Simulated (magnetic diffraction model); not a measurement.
# Moment size from magnetic intensity in NiC2S2O2

Space group P2_1/c (no. 14), a = 5.9090 Å, b = 5.7420 Å, c = 6.6540 Å, β = 119.94°.

| site | atom | x | y | z |
| --- | --- | --- | --- | --- |
| 2a | Ni | 0 | 0 | 0 |
| 4e | S | 0.2032 | 0.2999 | 0.3172 |
| 4e | O | 0.6525 | 0.2829 | 0.3796 |
| 4e | C | 0.4571 | 0.3687 | 0.4093 |

The compound is invented for this exercise: a known structure type with other elements, its cell scaled to their sizes and not relaxed.

Only Ni is taken to order (form factors of Ni2+); orders and moment sizes are assumed, and not adapted to the symmetry. Radiation: neutrons of λ = 2.567 Å, 3° to 65°; isotropic B of 0.49 Å² (Ni), 0.69 Å² (S), 0.9 Å² (O) and 0.87 Å² (C). Simulated constant-wavelength pattern: nuclear and magnetic terms add, the magnetic one as |2.695 fm × Σ f S⊥ exp(2πi Q·r) exp(−B s²)|², summed over all Q at one angle with the factor 1/(sin²θ cos θ). For collinear order S is the moment m, which repeats by lattice and centring translations R with the sign exp(−2πi k·R). Free-ion form factors, Sears's scattering lengths of 1992, no absorption; a label names one of the reflections at its angle. The strongest nuclear line in the range is 100, and lines under 0.2 are left out.

In a first state the assumed order is k = (0 0 0), collinear moments along [100], 1.71 μB on Ni; signs + at (0, 0, 0), + at (0, 1/2, 1/2), with this pattern:

```
2θ (°)     index  nuclear  magnetic
 29.03   (1 0 0)     10.6       0.9
 36.78   (0 1 1)    100.0       4.0
 38.12  (1 1 -1)      0.1       2.1
 39.25   (1 1 0)      0.5       0.0
 45.52  (1 0 -2)      2.6       0.8
 52.87   (0 0 2)     10.3       0.8
 53.07  (1 1 -2)     34.9       0.0
 53.11   (0 2 0)      2.1       0.8
 55.67   (1 1 1)      1.7       1.1
 56.87  (2 0 -2)      6.7       0.1
 58.59  (2 1 -1)     26.2       0.3
 59.76   (0 1 2)     59.7       0.0
 59.92   (0 2 1)     18.1       0.0
 60.17   (2 0 0)      8.7       0.1
 60.86  (1 2 -1)      3.9       0.0
 61.67   (1 2 0)     25.4       0.9
```
(The table stops after 16 lines; 1 more lie at higher angle.)

**Question.** Nearer the ordering temperature the line at 36.78° has total intensity 101.0 on the same scale, and all moments have shrunk alike. How large is the Ni moment?

The nuclear part, 100.0, stays, so the magnetic part is 1.0 against 4.0. It goes as m², so m = 1.71 × √(1.0/4.0) = 0.85 μB; the value used was 0.85 μB.

[Logs are printed without paths, hosts, clocks, repeated set-up lines and the standing remarks that a program may print on its own settings, such as how far it seeks lower states.]
